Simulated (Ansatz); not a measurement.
# A MoS2/WS2 heterostructure: alignment and tunnelling

Wanted: offsets, T(E) and decay with thickness for MoS2/WS2. The lead is MoS2 3R layers and the layer set into it WS2 3R layers, on a common net of side 3.17 Å (+0.0 % and +0.0 % against typed lattice constants near PBE's). Layer spacings come from each crystal relaxed along the normal on that net, and the joins take the mean spacing. The first steps treat the bulk crystals alone. r2SCAN has lattice constants of its own, so the true strain differs.

Method: r2SCAN+D3(BJ) DFT, plane waves, PAW files, in the first sound run; inputs show where later runs differ, in Ansatz 0.2.0.

## 1. The structure

The structure is trigonal, space group R3m (No. 160). Conventional cell: a = 3.170 Å, b = 3.170 Å, c = 18.500 Å, α = 90.00°, β = 90.00°, γ = 120.00°. Nearest to S lie 3 W at 2.41 Å. Nearest to W lie 6 S at 2.41 Å. Nearest to S lie 3 W at 2.41 Å. Farther neighbours and most contacts between anions are not listed.

## 2. Relaxing along the normal, crystal WS2 3R layers

The crystal is held to the common net and relaxed along the normal.

Contents of input.yaml:

```yaml
crystal:
  lattice:
    - [3.17, 0.0, 0.0]
    - [-1.585, 2.74530053, 0.0]
    - [0.0, 0.0, 18.5]
  atoms:
    - { symbol: S, position: [0.3333333333, 0.6666666667, 0.0] }
    - { symbol: W, position: [0.0, 0.0, 0.0848648649] }
    - { symbol: S, position: [0.3333333333, 0.6666666667, 0.1697297297] }
    - { symbol: S, position: [0.0, 0.0, 0.3333333333] }
    - { symbol: W, position: [0.6666666667, 0.3333333333, 0.4181981982] }
    - { symbol: S, position: [0.0, 0.0, 0.5030630631] }
    - { symbol: S, position: [0.6666666667, 0.3333333333, 0.6666666667] }
    - { symbol: W, position: [0.3333333333, 0.6666666667, 0.7515315315] }
    - { symbol: S, position: [0.6666666667, 0.3333333333, 0.8363963964] }
kpoints:
  mp_grid: { grid: [8, 8, 2] }
scf:
  occupations: { method: fixed }
  max_iter: 120
hamiltonian:
  xc: r2scan
  dispersion: d3bj
output: {}
relax:
  f_tol: 0.01
  max_steps: 40
  cell: { fix: [a, b, angles] }
```

Started as:

```bash
$ ansatz run input.yaml --threads 4 --pin off --max-ram 10240MiB --backend cpu --events-out ev --progress --plain --runs-dir out
```

Numbers of over 12 decimals in the logs are rounded to 6 here.

The log of the run:

```text
Warning: the engine holds no damping parameters fitted to this dispersion correction and functional, so the run takes those fitted to r2scan beside the three-body term, which d3bj leaves out (hamiltonian.dispersion, under Limitations)
Engine: ansatz 0.2.0, x86_64-unknown-linux-gnu
Pseudopotentials: kind: paw
Pseudopotential: S, paw, valence charge 6, recommended cutoff 500 eV (meta_gga), S.paw.azcp
Pseudopotential: W, paw, valence charge 14, recommended cutoff 500 eV (meta_gga), W.paw.azcp
Functional definition: r2SCAN
  parameter k0 = 0.174
  parameter k1 = 0.065
  parameter a1 = 4.9479
  exchange = r2scan_x(k0 = k0, k1 = k1, a1 = a1)
  correlation = r2scan_c
Crystal: 9 atoms, lattice volume = 160.998 Å³
Basis set: ecut = 500 eV, 4069 PW (Γ), exchange–correlation on 96×96×540 points (64 copies of the dense FFT grid, shifted against one another)
Bands: 48, of which v1, the nominal top of the filled ones, is band 39 counted from 1 (38 counted from 0)
Symmetry: 18 space group operations
Space group: R3m (ITA 160), of the structure as read, at distance tolerance 5.4e-5 Å
k-points: 20 of 128 (time reversal used)
Non-local potential: S, projectors of the file, l = 0: 2, l = 1: 2, l = 2: 2
Non-local potential: W, projectors of the file, l = 0: 3, l = 1: 2, l = 2: 2, l = 3: 1
PAW form: soft (Blöchl's): semilocal exchange-correlation on the pseudo side does not see the compensation charge
PAW frozen core: S, regenerated for the run's functional (the file was generated under x = pbe(κ = 0.804, μ = 0.219515), c = pbe(β = 0.066725))
PAW frozen core: W, regenerated for the run's functional (the file was generated under x = pbe(κ = 0.804, μ = 0.219515), c = pbe(β = 0.066725))
PAW one-centre angular grid: S, 302 points (default); XC on 160 Gauss nodes
PAW one-centre angular grid: W, 590 points (default); XC on 160 Gauss nodes
Initial density: superposition of atomic densities (neutral atoms: chi_scale 0, normalization atom), corrected by the library's trained network
Initial wavefunctions: pseudopotential atomic-orbital guess
Functional: x = r2scan, c = r2scan; τ floored in thin density (d = 2e-4 eV/Å³)
SCF iter   1: F=—  HF=-36636.472139 eV  |F-HF|=—  |Δ(HF+E_count)|=         —  Δρ=7.89e-3  dr2=6.14e-2  dr2_τ=2.44e-1  ethr=1.77e-3  ⟨swp⟩=5.0  Hψ=3601  notcnv=0  defer=100
preconditioner: auto → Resta (q_TF=auto, 2.418 Å⁻¹)  ε∞=6.9  [insulator: Δε(μ)=1.244 eV  Ē_g=8.839 eV  n_scr=44 (ndim 8)  ℏωp=21.5 eV  f_vac=0.015  ε∞_Penn≈6.9]
SCF iter   2: F=—  HF=-36636.681119 eV  |F-HF|=—  |Δ(HF+E_count)|=   2.09e-1  Δρ=4.69e-3  dr2=2.43e-2  dr2_τ=2.80e-3  ethr=7.87e-5  ⟨swp⟩=2.3  Hψ=1721  notcnv=0  defer=130
SCF iter   3: F=—  HF=-36636.688208 eV  |F-HF|=—  |Δ(HF+E_count)|=   7.09e-3  Δρ=2.63e-3  dr2=5.40e-3  dr2_τ=5.37e-4  ethr=3.11e-5  ⟨swp⟩=2.2  Hψ=1242  notcnv=0  defer=133
SCF iter   4: F=—  HF=-36636.693192 eV  |F-HF|=—  |Δ(HF+E_count)|=   4.98e-3  Δρ=2.43e-4  dr2=1.26e-4  dr2_τ=7.36e-6  ethr=6.93e-6  ⟨swp⟩=2.2  Hψ=1497  notcnv=0  defer=133
SCF iter   5: F=—  HF=-36636.693234 eV  |F-HF|=—  |Δ(HF+E_count)|=   4.22e-5  Δρ=6.95e-5  dr2=1.26e-5  dr2_τ=4.27e-7  ethr=1.62e-7  ⟨swp⟩=2.1  Hψ=1518  notcnv=0  defer=116
SCF iter   6: F=—  HF=-36636.693357 eV  |F-HF|=—  |Δ(HF+E_count)|=   1.23e-4  Δρ=1.34e-5  dr2=5.80e-7  dr2_τ=3.94e-8  ethr=1.62e-8  ⟨swp⟩=2.0  Hψ=1391  notcnv=0  defer=58
SCF iter   7: F=-36636.693358 eV  HF=-36636.693358 eV  |F-HF|=3.80e-9  |Δ(HF+E_count)|=   1.83e-7  Δρ=3.01e-6  dr2=1.54e-8  dr2_τ=1.82e-9  ethr=1.28e-10  ⟨swp⟩=5.0  Hψ=3648  notcnv=0
SCF 1 converged in 7 iterations: F = -36636.693358 eV  dr2 = 1.54e-8
  greatest PAW one-centre occupation: 0.999 electrons in one spin orbital (limit 2), on the W atom at site 7 (counted from 0), in its partial waves of l = 0
relax step   1: F+E_penalty+E_count = -36636.69335769 eV  Δ(F+E_penalty+E_count) = +0.000e0 eV  max|allowed force component| = 2.475e-1 eV/Å  Δτ_max = 0.0000 Å  P = -1.113 GPa  Ω = 160.998 Å³  fix = [a, b, alpha, beta, gamma]  reactions: a -0.748, b -0.748 GPa  (7 SCF iters, dr2 threshold 1.00e-7 eV, accepted)
Crystal: 9 atoms, lattice volume = 163.024 Å³
Basis set: ecut = 500 eV, 4095 PW (Γ), exchange–correlation on 96×96×540 points (64 copies of the dense FFT grid, shifted against one another)
Initial density: handed on by an earlier stage of this run
Initial wavefunctions: those handed on with the density
iter 1 solved again at ethr=1.14e-5 eV; its pass at ethr=3.10e-3 eV (dr2=8.92e-3 eV) is discarded
SCF iter   1: F=—  HF=-36636.646954 eV  |F-HF|=—  |Δ(HF+E_count)|=         —  Δρ=2.82e-3  dr2=9.01e-3  dr2_τ=4.05e-2  ethr=1.14e-5  ⟨swp⟩=3.5  Hψ=3869  notcnv=0  defer=60
automatic band count: iteration 1 solves 44 bands in place of 48: the levels show a gap, and the empty bands left out lie too high to hold charge; the band table lists the bands solved (type scf.n_extra_bands for more)
preconditioner: auto → Resta (q_TF=auto, 2.413 Å⁻¹)  ε∞=7.3  [insulator: Δε(μ)=1.318 eV  Ē_g=8.526 eV  n_scr=44 (ndim 8)  ℏωp=21.4 eV  f_vac=0.024  ε∞_Penn≈7.3]
SCF iter   2: F=—  HF=-36636.693654 eV  |F-HF|=—  |Δ(HF+E_count)|=   4.67e-2  Δρ=1.72e-3  dr2=3.19e-3  dr2_τ=1.09e-4  ethr=1.14e-5  ⟨swp⟩=3.0  Hψ=1610  notcnv=0  defer=55
SCF iter   3: F=—  HF=-36636.694005 eV  |F-HF|=—  |Δ(HF+E_count)|=   3.51e-4  Δρ=3.11e-4  dr2=3.24e-4  dr2_τ=3.02e-5  ethr=4.10e-6  ⟨swp⟩=2.4  Hψ=1423  notcnv=0  defer=54
SCF iter   4: F=—  HF=-36636.694157 eV  |F-HF|=—  |Δ(HF+E_count)|=   1.52e-4  Δρ=1.59e-4  dr2=6.39e-5  dr2_τ=1.26e-5  ethr=4.15e-7  ⟨swp⟩=2.1  Hψ=1351  notcnv=0  defer=44
SCF iter   5: F=—  HF=-36636.694160 eV  |F-HF|=—  |Δ(HF+E_count)|=   3.02e-6  Δρ=6.21e-5  dr2=1.18e-5  dr2_τ=4.81e-7  ethr=8.20e-8  ⟨swp⟩=2.0  Hψ=1244  notcnv=0  defer=44
SCF iter   6: F=—  HF=-36636.694163 eV  |F-HF|=—  |Δ(HF+E_count)|=   2.70e-6  Δρ=2.74e-5  dr2=2.32e-6  dr2_τ=2.79e-8  ethr=1.52e-8  ⟨swp⟩=2.2  Hψ=1280  notcnv=0  defer=44
SCF iter   7: F=-36636.694163 eV  HF=-36636.694163 eV  |F-HF|=3.67e-8  |Δ(HF+E_count)|=   3.52e-7  Δρ=6.48e-6  dr2=1.33e-7  dr2_τ=1.29e-9  ethr=1.15e-9  ⟨swp⟩=5.1  Hψ=3470  notcnv=0
SCF 2 converged in 7 iterations: F = -36636.694163 eV  dr2 = 1.33e-7
relax step   2: F+E_penalty+E_count = -36636.69416294 eV  Δ(F+E_penalty+E_count) = -8.053e-4 eV  max|allowed force component| = 2.077e-1 eV/Å  Δτ_max = 0.0384 Å  P = +0.752 GPa  Ω = 163.024 Å³  energy of the carried Pulay correction = -5.557e-4 eV  fix = [a, b, alpha, beta, gamma]  reactions: a +0.451, b +0.451 GPa  (7 SCF iters, dr2 threshold 9.00e-7 eV, accepted)
Crystal: 9 atoms, lattice volume = 161.651 Å³
Basis set: ecut = 500 eV, 4081 PW (Γ), exchange–correlation on 96×96×540 points (64 copies of the dense FFT grid, shifted against one another)
iter 1 solved again at ethr=3.64e-6 eV; its pass at ethr=3.10e-3 eV (dr2=2.84e-3 eV) is discarded
SCF iter   1: F=—  HF=-36636.693886 eV  |F-HF|=—  |Δ(HF+E_count)|=         —  Δρ=1.56e-3  dr2=2.69e-3  dr2_τ=1.45e-2  ethr=3.64e-6  ⟨swp⟩=3.0  Hψ=4011  notcnv=0  defer=59
automatic band count: iteration 1 solves 44 bands in place of 48: the levels show a gap, and the empty bands left out lie too high to hold charge; the band table lists the bands solved (type scf.n_extra_bands for more)
preconditioner: auto → Resta (q_TF=auto, 2.416 Å⁻¹)  ε∞=7.3  [insulator: Δε(μ)=1.285 eV  Ē_g=8.520 eV  n_scr=44 (ndim 8)  ℏωp=21.5 eV  f_vac=0.015  ε∞_Penn≈7.3]
SCF iter   2: F=—  HF=-36636.701451 eV  |F-HF|=—  |Δ(HF+E_count)|=   7.56e-3  Δρ=1.00e-3  dr2=1.05e-3  dr2_τ=2.99e-5  ethr=3.44e-6  ⟨swp⟩=2.7  Hψ=1588  notcnv=0  defer=55
SCF iter   3: F=—  HF=-36636.701640 eV  |F-HF|=—  |Δ(HF+E_count)|=   1.89e-4  Δρ=3.17e-4  dr2=4.32e-4  dr2_τ=4.16e-5  ethr=1.34e-6  ⟨swp⟩=2.4  Hψ=1596  notcnv=0  defer=55
SCF iter   4: F=—  HF=-36636.701714 eV  |F-HF|=—  |Δ(HF+E_count)|=   7.43e-5  Δρ=1.02e-4  dr2=3.17e-5  dr2_τ=2.48e-6  ethr=5.54e-7  ⟨swp⟩=2.0  Hψ=1235  notcnv=0  defer=29
SCF iter   5: F=—  HF=-36636.701717 eV  |F-HF|=—  |Δ(HF+E_count)|=   3.11e-6  Δρ=3.99e-5  dr2=4.34e-6  dr2_τ=1.09e-7  ethr=4.07e-8  ⟨swp⟩=2.1  Hψ=1244  notcnv=0  defer=32
SCF iter   6: F=-36636.701718 eV  HF=-36636.701718 eV  |F-HF|=1.64e-9  |Δ(HF+E_count)|=   7.68e-7  Δρ=7.07e-6  dr2=1.33e-7  dr2_τ=6.71e-9  ethr=1.15e-9  ⟨swp⟩=5.5  Hψ=3581  notcnv=0
SCF 3 converged in 6 iterations: F = -36636.701718 eV  dr2 = 1.33e-7
relax step   3: F+E_penalty+E_count = -36636.70171775 eV  Δ(F+E_penalty+E_count) = -7.555e-3 eV  max|allowed force component| = 3.898e-3 eV/Å  Δτ_max = 0.0215 Å  P = -0.060 GPa  Ω = 161.651 Å³  energy of the carried Pulay correction = -1.798e-4 eV  fix = [a, b, alpha, beta, gamma]  reactions: a -0.082, b -0.082 GPa  (6 SCF iters, dr2 threshold 9.00e-7 eV, accepted)
Basis set: ecut = 500 eV, 4081 PW (Γ), exchange–correlation on 96×96×576 points (64 copies of the dense FFT grid, shifted against one another)
Initial wavefunctions: pseudopotential atomic-orbital guess (no wavefunctions were taken with the density)
iter 1 solved again at ethr=8.77e-8 eV; its pass at ethr=3.10e-3 eV (dr2=6.84e-5 eV) is discarded
SCF iter   1: F=—  HF=-36636.701743 eV  |F-HF|=—  |Δ(HF+E_count)|=         —  Δρ=1.87e-5  dr2=1.51e-7  dr2_τ=1.66e-7  ethr=8.77e-8  ⟨swp⟩=4.0  Hψ=6370  notcnv=0  defer=133
preconditioner: auto → Resta (q_TF=auto, 2.416 Å⁻¹)  ε∞=6.8  [insulator: Δε(μ)=1.282 eV  Ē_g=8.898 eV  n_scr=44 (ndim 8)  ℏωp=21.5 eV  f_vac=0.016  ε∞_Penn≈6.8]
SCF iter   2: F=—  HF=-36636.701865 eV  |F-HF|=—  |Δ(HF+E_count)|=   1.22e-4  Δρ=9.92e-6  dr2=5.73e-8  dr2_τ=4.27e-8  ethr=1.94e-10  ⟨swp⟩=2.8  Hψ=1763  notcnv=0  defer=106
SCF iter   3: F=—  HF=-36636.701866 eV  |F-HF|=—  |Δ(HF+E_count)|=   6.43e-7  Δρ=1.79e-6  dr2=1.44e-8  dr2_τ=1.68e-9  ethr=7.35e-11  ⟨swp⟩=2.0  Hψ=1438  notcnv=0  defer=106
SCF iter   4: F=—  HF=-36636.701866 eV  |F-HF|=—  |Δ(HF+E_count)|=   1.11e-8  Δρ=1.38e-6  dr2=7.31e-10  dr2_τ=9.75e-10  ethr=1.84e-11  ⟨swp⟩=2.0  Hψ=1257  notcnv=0  defer=106
SCF iter   5: F=-36636.701866 eV  HF=-36636.701866 eV  |F-HF|=4.37e-11  |Δ(HF+E_count)|=   1.40e-8  Δρ=1.65e-7  dr2=2.64e-11  dr2_τ=9.17e-12  ethr=1.00e-12  ⟨swp⟩=4.0  Hψ=4040  notcnv=0
SCF 4 converged in 5 iterations: F = -36636.701866 eV  dr2 = 2.64e-11
relax step   4: F+E_penalty+E_count = -36636.70186553 eV  Δ(F+E_penalty+E_count) = -1.478e-4 eV  max|allowed force component| = 3.872e-3 eV/Å  Δτ_max = 0.0000 Å  P = -0.060 GPa  Ω = 161.651 Å³  fix = [a, b, alpha, beta, gamma]  reactions: a -0.081, b -0.081 GPa  stress off target by 1.65e-2 GPa on what of the cell is left free  SCF on the basis re-selected at this cell (its energy is not comparable with the rows above)  (5 SCF iters)
basis re-selected at this cell: Δ(F+E_penalty+E_count) = -1.478e-4 eV, ΔP = +0.001 GPa vs the last step (what re-selecting the basis moved, of the pressure what is left beyond the Pulay correction that the steps carried, after the strain that the cell walked since its last selection, with what the two solves' SCF thresholds leave and, on support functions, any second-order correction that the steps lacked; it is no measure of the basis error at this ecutwfc). The dense FFT grid was sized anew with the basis: this SCF ran on 24×24×144 points, the steps before it on 24×24×135, so part of this shift can come from that change (see relax.cell in the input reference). [rest of the remark cut]
SCF converged after 5 iterations
Free energy (F): -36636.701866 eV
Harris-Foulkes:  -36636.701866 eV  (|F-HF|=4.37e-11)
Internal energy: -36636.701866 eV  (E = F + TS)
E sigma→0 (E₀):  -36636.701866 eV
Fermi energy:    11.446866 eV
--- Per-component energies (eV) ---
  E_band       = -636.757950
  E_kinetic    = 2001.950546
  E_local      = -5352.448829  (includes V_loc(G=0)·N_el)
  E_nonlocal   = 173.454725
  E_hartree    = 2127.750392
  E_xc         = -1300.881059
  E_vxc        = -1351.087643  (∫ρ·V_xc dr)
  E_paw        = -29436.697507  (= ΣΔE_a)
  E_vpaw       = -430.874806  (= ΣTr[D̂ρ^β])
  E_aug_tail   = -0.000141  (compensation charges beyond the density's cutoff)
  E_vtau       = 66.747109  (kinetic-family band-sum trace: ∫τ·v_τ [+ j·A + Jᵃ·Aᵃ] dr)
  E_ewald      = -4845.603773
  E_disp       = -1.803773  (pairwise vdW)
  E_core_change = -2.422447  (= ΣΔE_core)
  E_smearing   = -0.000000  (= −TS)
  E_closure    = 0.000000  (closes the sum)
  Σ components = -36636.701866   (vs F -36636.701866, Δ=0.00e0)
--- Forces (eV/Å), atoms counted from 1 ---
  atom   1  S     -0.00000000     0.00000000     0.00387182
  atom   2  W      0.00000000    -0.00000000    -0.00073195
  atom   3  S      0.00000000     0.00000000    -0.00314115
  atom   4  S     -0.00000000     0.00000000     0.00387182
  atom   5  W     -0.00000000    -0.00000000    -0.00073195
  atom   6  S     -0.00000000     0.00000000    -0.00314115
  atom   7  S     -0.00000000     0.00000000     0.00387182
  atom   8  W      0.00000000    -0.00000000    -0.00073195
  atom   9  S     -0.00000000     0.00000000    -0.00314115
  max |Σ_I F_I| component: 3.85e-6 eV/Å
--- Stress (GPa, compression-positive) ---
       -0.081183       0.000000      -0.000000
       -0.000000      -0.081183       0.000000
        0.000000       0.000000      -0.016503
  P = ⅓ Tr σ = -0.0596 GPa (-0.596 kbar)
--- Relaxed structure (3 steps of the walk, 3 accepted, 1 SCFs on fresh bases) ---
  F+E_penalty+E_count = -36636.70186553 eV   max|allowed force component| = 3.872e-3 eV/Å   (the final SCF, on the basis selected at the relaxed cell)
  cell:  # Å, volume = 161.6507 Å³
    - [3.170000, 0, 0]
    - [-1.585000, 2.745301, 0]
    - [0, 0, 18.574987]
  atoms:
    - { symbol: S, position: [0.333333, 0.666667, 0.000913687] }
    - { symbol: W, position: [0, 0, 0.084852] }
    - { symbol: S, position: [0.333333, 0.666667, 0.168829] }
    - { symbol: S, position: [0, 0, 0.334247] }
    - { symbol: W, position: [0.666667, 0.333333, 0.418186] }
    - { symbol: S, position: [0, 0, 0.502162] }
    - { symbol: S, position: [0.666667, 0.333333, 0.667580] }
    - { symbol: W, position: [0.333333, 0.666667, 0.751519] }
    - { symbol: S, position: [0.666667, 0.333333, 0.835495] }
```

Wall time 7.8 s (4 threads of AMD EPYC 9R45, shared host); peak memory 0.89 GiB.

The steps of the relaxation:

| step | energy less that of the first step (eV) | largest force component (eV/Å) | pressure (GPa) | volume (Å³) |
| --- | --- | --- | --- | --- |
| 1 | 0.0000 | 0.2475 | -1.11 | 161.00 |
| 2 | -0.0008 | 0.2077 | 0.75 | 163.02 |
| 3 | -0.0084 | 0.0039 | -0.06 | 161.65 |
| 4* | -0.0085 | 0.0039 | -0.06 | 161.65 |

Relaxation steps marked * repeat the geometry before them on a plane-wave basis chosen anew for their cell, so energy and pressure can jump there.

The run keeps the 18 symmetry operations that it works with, so distortions that break them were not tested.

| conventional cell, symmetrised | before | after | change |
| --- | --- | --- | --- |
| a (Å) | 3.170 | 3.170 | +0.0 % |
| b (Å) | 3.170 | 3.170 | +0.0 % |
| c (Å) | 18.500 | 18.575 | +0.4 % |
| volume (Å³/atom) | 17.89 | 17.96 | +0.4 % |

The atoms that moved most (Å, as changes of fractional coordinates times the final cell):

| atom | dx | dy | dz | length |
| --- | --- | --- | --- | --- |
| S4 | 0.000 | 0.000 | 0.017 | 0.017 |
| S1 | 0.000 | 0.000 | 0.017 | 0.017 |
| S7 | 0.000 | 0.000 | 0.017 | 0.017 |
| S9 | 0.000 | 0.000 | -0.017 | 0.017 |
| S3 | 0.000 | 0.000 | -0.017 | 0.017 |
| S6 | 0.000 | 0.000 | -0.017 | 0.017 |

This step gave:

```
free energy  : -36636.7019 eV
Fermi energy : 11.45 eV
pressure     : -0.05962 GPa
```

The relaxation ends with a largest force component of 0.0039 eV/Å.

## 3. The bulk crystal and its band edges, crystal WS2 3R layers

This step: r2SCAN DFT, plane waves, PAW files (Ansatz 0.2.0).

The band edges of this cell are searched, off the mesh as well.

Contents of input.yaml:

```yaml
crystal:
  lattice:
    - [3.17, 0.0, 0.0]
    - [-1.585, 2.74530053, 0.0]
    - [0.0, 0.0, 18.5749865204]
  atoms:
    - { symbol: S, position: [0.3333333333, 0.6666666667, 0.0009136869] }
    - { symbol: W, position: [0.0, 0.0, 0.0848523586] }
    - { symbol: S, position: [0.3333333333, 0.6666666667, 0.1688285491] }
    - { symbol: S, position: [0.0, 0.0, 0.3342470202] }
    - { symbol: W, position: [0.6666666667, 0.3333333333, 0.4181856919] }
    - { symbol: S, position: [0.0, 0.0, 0.5021618824] }
    - { symbol: S, position: [0.6666666667, 0.3333333333, 0.6675803535] }
    - { symbol: W, position: [0.3333333333, 0.6666666667, 0.7515190253] }
    - { symbol: S, position: [0.6666666667, 0.3333333333, 0.8354952158] }
kpoints:
  mp_grid: { grid: [12, 12, 2] }
  band_path: { path: [VBM, CBM], npoints: 24 }
scf:
  occupations: { method: fixed }
  max_iter: 120
hamiltonian:
  xc: r2scan
output:
  eigenvalues: true
checkpoint:
  write: WS2.run
  compress: false
  write_wavefunctions: false
```

The log of the run:

```text
[...]
Crystal: 9 atoms, lattice volume = 161.651 Å³
Basis set: ecut = 500 eV, 4081 PW (Γ), exchange–correlation on 96×96×576 points (64 copies of the dense FFT grid, shifted against one another)
Bands: 48, of which v1, the nominal top of the filled ones, is band 39 counted from 1 (38 counted from 0)
Symmetry: 18 space group operations
[...]
k-points: 38 of 288 (time reversal used)
[...]
SCF iter   1: F=—  HF=-36634.676102 eV  |F-HF|=—  |Δ(HF+E_count)|=         —  Δρ=7.94e-3  dr2=6.51e-2  dr2_τ=2.51e-1  ethr=1.77e-3  ⟨swp⟩=5.0  Hψ=6851  notcnv=0  defer=183
[...]
SCF iter   7: F=-36634.898338 eV  HF=-36634.898338 eV  |F-HF|=8.56e-9  |Δ(HF+E_count)|=   2.10e-7  Δρ=3.21e-6  dr2=1.58e-8  dr2_τ=1.71e-9  ethr=1.28e-10  ⟨swp⟩=9.8  Hψ=7117  notcnv=0
SCF 1 converged in 7 iterations: F = -36634.898338 eV  dr2 = 1.58e-8
[...]
NSCF: frozen V_eff on 34 k-points
[...]
SCF converged after 7 iterations
Free energy (F): -36634.898338 eV
[...]
Internal energy: -36634.898338 eV  (E = F + TS)
E sigma→0 (E₀):  -36634.898338 eV
Fermi energy:    11.446934 eV
[...]
--- Band table (eV; the first three rows and the last of 38) ---
  k-point 0: bands = [... 35 lower, 9.7468, 10.2262, 11.2955, 11.2955, 13.7713, 13.7713, 13.8251, 13.8251, ... 5 higher]
  k-point 1: bands = [... 35 lower, 8.9707, 10.8269, 10.8269, 11.4469, 13.7874, 13.7874, 13.7874, 13.7874, ... 5 higher]
  k-point 2: bands = [... 35 lower, 9.9189, 10.2254, 11.1062, 11.1120, 13.6742, 13.7384, 13.7550, 13.7777, ... 5 higher]
  k-point 37: bands = [... 35 lower, 8.1985, 10.7069, 10.7069, 10.7069, 12.6703, 12.6703, 12.6703, 14.1829, ... 5 higher]
```

The job ended after 13 s (4 threads; peak memory 0.95 GiB).

This step gave:

| Item | Value |
| --- | --- |
| free energy | -36634.8983 eV |
| gap on the k-mesh | 1.155 eV |
| gap on path | 1.146 eV, by band count; negative where bands overlap |
| edge places on path | 0, 0.7221 1/A along the path |

The electronic bands at the labelled points (eV, zero at the Fermi level (highest filled level under fixed occupations); v1 is the highest filled band, c1 the lowest empty one):

| point | v4 | v3 | v2 | v1 | c1 | c2 | c3 | c4 |
| --- | --- | --- | --- | --- | --- | --- | --- | --- |
| VBM | -2.48 | -0.62 | -0.62 | 0.00 | 2.34 | 2.34 | 2.34 | 2.34 |
| halfway | -1.69 | -1.13 | -0.84 | -0.73 | 1.76 | 1.95 | 2.06 | 2.19 |
| CBM | -2.02 | -1.68 | -1.68 | -1.64 | 1.15 | 1.68 | 1.68 | 2.30 |

The searched edges give 1.15 eV, against 1.16 eV on the mesh.

(Continued in part 2 of 5.)

[Logs are printed without paths, hosts, clocks, repeated set-up lines and the standing remarks that a program may print on its own settings, such as how far it seeks lower states.]

[Hosts, paths, dates, database ids (printed as entryN), source tags and the programs' standing remarks are cut or masked in the printed files.]
